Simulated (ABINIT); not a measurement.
**Diamond (Fd-3m, 2 atoms a cell): G0W0 in ABINIT against the bands in the self-energy**

Aim: move the bands in the self-energy of a G0W0 run on Diamond (Fd-3m, 2 atoms a cell) over a wide range.

Program: ABINIT 10.8.3. Level of theory: PBE and many-body steps on it, plane waves. Results are calculated unless marked as measured.

Report form: the programs' logs are mostly left out.

## 1. The structure

Symmetry: Fd-3m, No. 227, cubic system. The conventional cell has a = 3.567 Å, b = 3.567 Å, c = 3.567 Å, α = 90.00°, β = 90.00°, γ = 90.00°. C has 4 C at 1.54 Å nearest.

As a file:

```cif
data_structure
_symmetry_space_group_name_H-M 'P 1'
_symmetry_Int_Tables_number 1
_cell_length_a 2.5221
_cell_length_b 2.5221
_cell_length_c 2.5221
_cell_angle_alpha 60.000
_cell_angle_beta 60.000
_cell_angle_gamma 60.000
_cell_volume 11.34
loop_
_atom_site_label
_atom_site_type_symbol
_atom_site_fract_x
_atom_site_fract_y
_atom_site_fract_z
_atom_site_occupancy
C1 C 0.00000 0.00000 0.00000 1
C2 C 0.25000 0.25000 0.25000 1
```

The cell and positions come from the Crystallography Open Database and are kept as given unless a step says otherwise.

## 2. Screening, 8×8×8 mesh, 210 bands, screening to 435.4 eV

This step: ABINIT 10.8.3; RPA screening on PBE, plane waves, norm-conserving pseudopotentials.

The RPA dielectric matrix is built and inverted for each q.

File run.abi:

```
acell 3*1.0 Angstrom
rprim 
  -0.000000000000 1.783370000000 1.783370000000
  1.783370000000 -0.000000000000 1.783370000000
  1.783370000000 1.783370000000 0.000000000000
ntypat 1
znucl 6
natom 2
typat 1 1
xred 
  -0.000000000000 0.000000000000 0.000000000000
  0.250000000000 0.250000000000 0.250000000000
pp_dirpath "pseudos"
pseudos "C.upf"
ecut 37
ngkpt 8 8 8
nshiftk 1
shiftk 0 0 0
kptopt 1
chksymbreak 0
istwfk *1
occopt 1
irdwfk 1
optdriver 3
nband 210
ecuteps 16
inclvkb 2
awtr 1
symchi 1
indata_prefix "in"
outdata_prefix "out"
tmpdata_prefix "tmp"
```

Command:

```
$ OMP_NUM_THREADS=1 mpirun -n 8 abinit run.abi > log
```

Elapsed: 4.2 min, on 8 MPI ranks of Arm Neoverse V1, shared host; peak memory 3 GiB; 34 min of CPU time.

Numbers from this step:

* ε∞ with local fields, on this mesh, along the program's q direction: 5.509
* the same without local fields: 5.949
* plasma frequency: 31.18 eV
* plane waves in the screening matrix: 259

Local fields lower ε∞ by 7 %.

## 3. 12 bands

This step: G0W0 on PBE, plane waves, norm-conserving pseudopotentials.

Changes to run.abi since step 2:

```diff
@@ -23,8 +23,17 @@
 irdwfk 1
-optdriver 3
-nband 210
+optdriver 4
+nband 12
+gwcalctyp 0
+ecutsigx 37
+symsigma 1
+nkptgw 2
+kptgw 
+  0.0000000000 0.0000000000 0.0000000000
+  0.3750000000 0.3750000000 0.0000000000
+bdgw 
+  2 7
+  3 6
 ecuteps 16
-inclvkb 2
-awtr 1
-symchi 1
+irdscr 1
+ppmodel 1
 indata_prefix "in"
```

The job ended after 5.8 s (8 MPI ranks; peak memory 1.8 GiB; 45 s of CPU time).

This step gave:

```yaml
g0w0_gap_on_the_points_computed: 5.377 eV
starting_gap_on_the_mesh: 4.190 eV
k_of_the_valence_top: 0, 0, 0
k_of_the_conduction_bottom: 0.375, 0.375, 0
z_at_the_valence_top: 0.839
z_at_the_conduction_bottom: 0.849
least_direct_g0w0_gap_on_the_computed_points: 7.51 eV
```

## 4. 22 bands

Changes to run.abi since step 3:

```diff
@@ -24,3 +24,3 @@
 optdriver 4
-nband 12
+nband 22
 gwcalctyp 0
```

The job ended after 7.6 s (8 MPI ranks; peak memory 1.8 GiB; 60 s of CPU time).

This step gave:

```
G0W0 gap on the points computed              : 5.415 eV
starting gap on the mesh                     : 4.190 eV
k of the valence top                         : 0, 0, 0
k of the conduction bottom                   : 0.375, 0.375, 0
Z at the valence top                         : 0.834
Z at the conduction bottom                   : 0.844
least direct G0W0 gap on the computed points : 7.431 eV
```

## 5. 56 bands

The self-energy is evaluated for the states that the input lists, and the levels follow from it, in one-shot runs by the linearised quasiparticle equation.

Changes to run.abi since step 4:

```diff
@@ -24,3 +24,3 @@
 optdriver 4
-nband 22
+nband 56
 gwcalctyp 0
```

It took 15 s on 8 MPI ranks; peak memory 2 GiB; 2 min of CPU time.

This step gave:

```yaml
g0w0_gap_on_the_points_computed: 5.491 eV
starting_gap_on_the_mesh: 4.190 eV
k_of_the_valence_top: 0, 0, 0
k_of_the_conduction_bottom: 0.375, 0.375, 0
least_direct_g0w0_gap_on_the_computed_points: 7.425 eV
```

The gap on the mesh goes from 4.19 eV to 5.49 eV, a correction of +1.30 eV.

## 6. 124 bands

Changes to run.abi since step 5:

```diff
@@ -24,3 +24,3 @@
 optdriver 4
-nband 56
+nband 124
 gwcalctyp 0
```

Run time: 31 s. Hardware: 8 MPI ranks; peak memory 2.5 GiB; 4.2 min of CPU time.

Numbers from this step:

```yaml
g0w0_gap_on_the_points_computed: 5.528 eV
starting_gap_on_the_mesh: 4.190 eV
k_of_the_valence_top: 0, 0, 0
k_of_the_conduction_bottom: 0.375, 0.375, 0
least_direct_g0w0_gap_on_the_computed_points: 7.433 eV
```

Against the run before, the gap moves by +0.037 eV.

## 7. 210 bands

Changes to run.abi since step 6:

```diff
@@ -24,3 +24,3 @@
 optdriver 4
-nband 124
+nband 210
 gwcalctyp 0
```

The job ended after 51 s (8 MPI ranks; peak memory 3 GiB).

This step gave:

```
G0W0 gap on the points computed              : 5.538 eV
starting gap on the mesh                     : 4.190 eV
k of the valence top                         : 0, 0, 0
k of the conduction bottom                   : 0.375, 0.375, 0
least direct G0W0 gap on the computed points : 7.434 eV
```

Against the run before, the gap moves by +0.010 eV.

## 8. The runs together

Times are wall times on 8 MPI ranks of Arm Neoverse V1, shared host, good to a factor of about two. A run's time includes the screening step that it read.

| run | mesh | bands | screening cutoff (eV) | DFT gap (eV) | gap on the mesh (eV) | direct (eV) | ε∞ used | time |
| --- | --- | --- | --- | --- | --- | --- | --- | --- |
| 12 bands | 8×8×8 | 12 | 435.4 | 4.190 | 5.377 | 7.510 | 5.51 | 4.3 min |
| 22 bands | 8×8×8 | 22 | 435.4 | 4.190 | 5.415 | 7.431 | 5.51 | 4.4 min |
| 56 bands | 8×8×8 | 56 | 435.4 | 4.190 | 5.491 | 7.425 | 5.51 | 4.5 min |
| 124 bands | 8×8×8 | 124 | 435.4 | 4.190 | 5.528 | 7.433 | 5.51 | 4.8 min |
| 210 bands | 8×8×8 | 210 | 435.4 | 4.190 | 5.538 | 7.434 | 5.51 | 5.1 min |

## 9. What came out

| Property | Result |
| --- | --- |
| 12 bands | 5.377 eV |
| 22 bands | 5.415 eV |
| 56 bands | 5.491 eV |
| 124 bands | 5.528 eV |
| 210 bands | 5.538 eV |
| known limits | not at the basis limit |

In words: The setting moved: bands in the self-energy. From 12 bands to 210 bands the gap moves by +0.16 eV. The last step still moves it by +0.010 eV. Bands and screening cutoff are coupled, so a series along one setting does not show full convergence. Bands and cutoff are finite, so the gap is not at the basis limit. The miss can reach some tenths of an eV and take either sign; the mesh is an error of its own. In the first G0W0 run levels were corrected at 2 k points alone, so a gap called «on the mesh» is the least over those, and an edge elsewhere would be missed.

[Paths, hosts, dates, memory and timing lines, banners, echoed tables and standing remarks are left out of the program output.]

[Logs are printed without paths, hosts, clocks, repeated set-up lines and the standing remarks that a program may print on its own settings, such as how far it seeks lower states.]

[Runs of the session that timed out or met a known fault of the program may be left out.]

[No measured gap is set beside runs whose start may be inverted or whose files or cutoffs have a known fault.]

[Hosts, paths, dates, database ids (printed as entryN), source tags and the programs' standing remarks are cut or masked in the printed files.]

[G0W0 gaps are taken among the corrected bands and points alone; a level outside them can change the order at an edge.]

[Where Ansatz stands beside ABINIT at settings called matched, ABINIT's density can come from a denser mesh and the files from another edition; pairs whose starting gaps differed by over 0.03 eV were left out, so agreement reads better than it is.]
